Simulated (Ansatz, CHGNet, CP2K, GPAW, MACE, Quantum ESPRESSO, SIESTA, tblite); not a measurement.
# GPAW runs on random packing of C68N32 (at. %) (79 atoms), part 2 of 2

Wanted: GPAW inputs and outputs for random packing of C68N32 (at. %) (79 atoms), checked against a plane-wave reference.

Program: GPAW 26.7.0; the method stands at each step. Banners, paths, timers and routine set-up lines are dropped from the logs unmarked, and long logs keep their key lines alone; longer cuts are marked.

So far. Step 3 (PBE, LCAO szp(dzp), h 0.18 Å): Against the first run (4.0 %), the force difference from the reference is 27 %, at 0.84 times the CPU time, with 711 basis functions against 1027: the smaller basis costs accuracy. Step 4 (LDA, LCAO dzp, h 0.18 Å): Against the first run (4.0 %), the force difference from the reference is 3.2 %, at 0.90 times the CPU time; another functional landing nearer a PBE reference means that errors partly cancel.

### 5. PBE, LCAO dzp, h 0.18 Å, other mixer settings

Method: Kohn-Sham DFT, PBE, PAW, atomic orbitals (dzp).

The input, run.py:

```python
import numpy as np
from ase.io import read
from gpaw import GPAW, FermiDirac, Mixer
from ase.parallel import parprint as print

atoms = read("structure.xyz")
atoms.calc = GPAW(
    mode="lcao",
    basis="dzp",
    h=0.18,
    xc="PBE",
    kpts={"size": (1, 1, 1), "gamma": True},
    occupations=FermiDirac(0.05),
    mixer=Mixer(0.03, 7, 100),
    maxiter=200,
    symmetry={"point_group": False},
    txt="gpaw.txt",
)
energy = atoms.get_potential_energy(force_consistent=True)
forces = atoms.get_forces()
print(f"energy {energy:.6f} eV")
print("forces (eV/A)")
for i, (a, f) in enumerate(zip(atoms, forces)):
    print(f"{i:4d} {a.symbol:2s} {f[0]:10.5f} {f[1]:10.5f} {f[2]:10.5f}")
print(f"Fermi level {atoms.calc.get_fermi_level():.4f} eV")
for k in range(len(atoms.calc.get_ibz_k_points())):
    for s in range(atoms.calc.get_number_of_spins()):
        e = atoms.calc.get_eigenvalues(kpt=k, spin=s)
        n = np.searchsorted(e, atoms.calc.get_fermi_level())
        print(f"k {k} spin {s} levels about the Fermi level:", np.round(e[max(n - 6, 0):n], 4).tolist(), "|", np.round(e[n:n + 6], 4).tolist())
```

The input, structure.xyz:

```xyz
79
Lattice="8.88940 0.00000 0.00000 0.00000 8.88940 0.00000 0.00000 0.00000 8.88940" Properties=species:S:1:pos:R:3 pbc="T T T"
[... 79 atom lines left out: the same atoms as in the first run ...]
```

On the command line:

```sh
OMP_NUM_THREADS=1 mpirun -np 2 gpaw python run.py > output.txt
```

Output:

```text
energy -412.078235 eV
forces (eV/A)
   0 C     0.92619   -2.01600    2.48542
   1 C     1.41236   -2.01461    2.06724
   2 C     5.11003   -0.62779    1.49314
   3 C     0.33776   -0.63150    0.02060
   4 C    -2.38527    0.09172   -1.06244
   5 C    -1.21576    0.91020    0.92510
   6 C     0.58805    3.04589   -0.59943
   7 C    -1.55020    1.38614   -2.76302
   8 C     0.76226   -1.05272    0.64171
   9 C     0.30595   -1.34352    1.55930
  10 C    -1.33479    0.02310   -1.85992
  11 C     4.13022    0.51259    1.84459
  12 C     0.35848   -1.52517    3.38927
  13 C    -2.90268    2.07660   -2.32052
  14 C    -3.39892   -0.84704   -2.50526
  15 C     1.44825   -0.47732    2.22343
  16 C     2.38204    1.13804    0.02739
  17 C    -0.39929   -0.94592   -3.27420
  18 C    -1.38880   -0.74953   -0.40587
  19 C     2.77886    1.29422   -2.96576
  20 C     3.26921   -1.13645   -2.59516
  21 C    -1.50127   -0.69760   -0.18647
  22 C    -2.32503    1.08393    1.50606
  23 C    -0.92478   -2.96775    1.47038
[...]
71 N     3.72151    0.25596   -1.19495
  72 N    -0.60603    3.10285   -0.60068
  73 N    -3.37846   -0.56148    4.49771
  74 N     0.88905    3.14796    0.95784
  75 N    -1.16059    0.71930    2.02763
  76 N    -2.11437    1.38248   -0.60999
  77 N    -1.97610   -0.91289   -0.25210
  78 N    -0.19271    2.80350    1.53449
Fermi level 6.0198 eV
k 0 spin 0 levels about the Fermi level: [5.7295, 5.7505, 5.8635, 5.9725, 5.9831, 6.0007] | [6.0492, 6.1175, 6.1588, 6.234, 6.2889, 6.3838]
```

gpaw.txt:

```text
Input parameters:
  mode=LCAO(),
  basis={'default': 'dzp'},
  h=0.18,
  kpts=MonkhorstPack(size=(1, 1, 1), gamma=True),
  maxiter=200,
  mixer=Pulay(name='pulay', nmaxold=7, beta=0.03, weight=100, sigma=0.015, g_ss=None),
  occupations=Occupations(name='fermi-dirac', width=0.05, fixmagmom=False),
  symmetry=Symmetry(point_group=False),
  xc=XC(name='PBE')
Unit cell  # Å
[... lines left out ...]
  Fermi-Dirac:
[... lines left out ...]
convergence criteria:
- Maximum [total energy] change in last 3 cyles: 0.0005 eV / valence electron
[... lines left out ...]
Converged in 28 steps
[... lines left out ...]
  Coulomb:         -82.334317
  Zero:              9.524482
  External:          0.000000
  Xc:             -353.891569
  Entropy:          -0.349199
  Spinorbit:         0.000000
  ----------------------------
  Free energy:    -412.078235
  Extrapolated:   -411.903636
dipole moment: (89.295555, -24.330675, 88.695150)  # |e|*Ang
Fermi level: 6.020
Eigenvalues  # (at kpt = [0.000, 0.000, 0.000])
| band index |      eig [eV] | occ [0-2] |
|------------|---------------|-----------|
|          0 |       -14.485 |     2.000 |
|        ... |               |           |
|        163 |         5.603 |     2.000 |
|        164 |         5.648 |     1.999 |
[...]
|        178 |         6.442 |     0.000 |
|        ... |               |           |
|        208 |         8.381 |     0.000 |
Gap: 0.049 eV
Transition (v -> c):
  (s=0, k=0, n=170, [0.00, 0.00, 0.00]) -> (s=0, k=0, n=171, [0.00, 0.00, 0.00])
No difference between direct/indirect transitions
Force computation time: 7.362  # s
```

Wall time 1.9 min (2 MPI ranks of Arm Neoverse V2, shared host); peak memory 1 GiB.

Against the reference:

```
r.m.s. force component                          : 1.917 eV/Å
r.m.s. difference of force components           : 78.58 meV/Å
longest difference of force vectors             : 235.6 meV/Å
force difference over r.m.s. force              : 4.023 %
slope of forces against the reference's         : 0.9807
correlation of force components                 : 0.9993
energy less the same-level run's                : 0.0001 meV/atom
r.m.s. force difference from the same-level run : 6.485 meV/Å
```

Against the first run (4.0 %), the force difference from the reference is 4.0 %, at 1.4 times the CPU time (on 2 against 1 cores) (28 SCF steps against 20): another solver or mixer reaches the same state.

### 6. The ladder

Differences are against the plane-wave reference, forces as r.m.s. over components; share is that over the reference's r.m.s. force, slope the least-squares factor from reference forces to these. Total energies of different programs have different zeros and aren't compared.

```
                                               run  Δ force, r.m.s. (meV/Å)  share (%)  slope  cores  CPU time  memory (GiB)
                                         reference                        -          -      -      2   5.6 min           1.7
                      GPAW PBE, LCAO dzp, h 0.18 Å                     78.3       4.01  0.981      1   2.7 min          0.83
        GPAW PBE, LCAO szp(dzp), h 0.18 Å (coarse)                      525       26.9  0.816      1   2.3 min          0.79
                      GPAW LDA, LCAO dzp, h 0.18 Å                     61.7       3.16  1.001      1   2.4 min          0.83
GPAW PBE, LCAO dzp, h 0.18 Å, other mixer settings                     78.6       4.02  0.981      2   3.7 min           1.0
```

Rows marked coarse were listed beforehand as settings not expected to be converged; some can still land near the reference.

CPU time is summed over cores on a shared host, where runs went side by side, so it is rough. Symmetry, cutoffs, thresholds, outputs and thread counts weren't matched or tuned between programs; memory under MPI is the largest rank's times the ranks.

Within one program, basis, potentials and functional, energies share a zero. Each run against its twin at the usual cutoff or grid and solver:

```
                                               run                twin  Δ energy (meV/atom)  Δ force, r.m.s. (meV/Å)        CPU time over the twin's
GPAW PBE, LCAO dzp, h 0.18 Å, other mixer settings  LCAO dzp, h 0.18 Å               1.0e-4                     6.49  1.4 (this twin ran on 1 cores)
```

### 7. Summary of results

- nearest in forces: GPAW LDA, LCAO dzp, h 0.18 Å, 3.2 %
- its CPU time: 2.4 min

What this shows: The PBE runs in local orbitals, coarse settings apart, differ by 4.0 % in each run; basis, grid and potentials can all enter. Rows with another functional or a dispersion term differ by 3.2 % (GPAW LDA, LCAO dzp, h 0.18 Å), which mixes the change of model with differences of basis and potentials. Runs with settings chosen to be coarse differ by 27 % (GPAW PBE, LCAO szp(dzp), h 0.18 Å), their programs' other errors included. Of the electronic-structure runs that take under half the reference's CPU time, GPAW LDA, LCAO dzp, h 0.18 Å comes nearest, at 3.2 % in 2.4 min against 5.6 min. GPAW PBE, LCAO szp(dzp), h 0.18 Å softens the forces by a factor of 0.82 while following their directions (correlation 0.973); the slopes of the 4 GPAW runs lie between 0.82 and 1.00. The electron count is odd in these runs, and they have no spin polarisation, so the unpaired electron is spread evenly over both spins. The reference's stress is far from hydrostatic: its diagonal is -20.5, -29.5, -22.4 GPa, compression counted positive. The reference's pressure of -24 GPa says that the cell would shrink at this level of theory. The electronic-structure runs sample only Γ, in a cell whose shortest periodic width is 9 Å, which is coarse for a cell with partly filled levels.

[Also dropped from logs without a mark: logging warnings of Python, and SIESTA's first energy breakdown and zero terms.]

[Logs are printed without paths, hosts, clocks, repeated set-up lines and the standing remarks that a program may print on its own settings, such as how far it seeks lower states.]

[Hosts, paths, dates, database ids (printed as entryN), source tags and the programs' standing remarks are cut or masked in the printed files.]
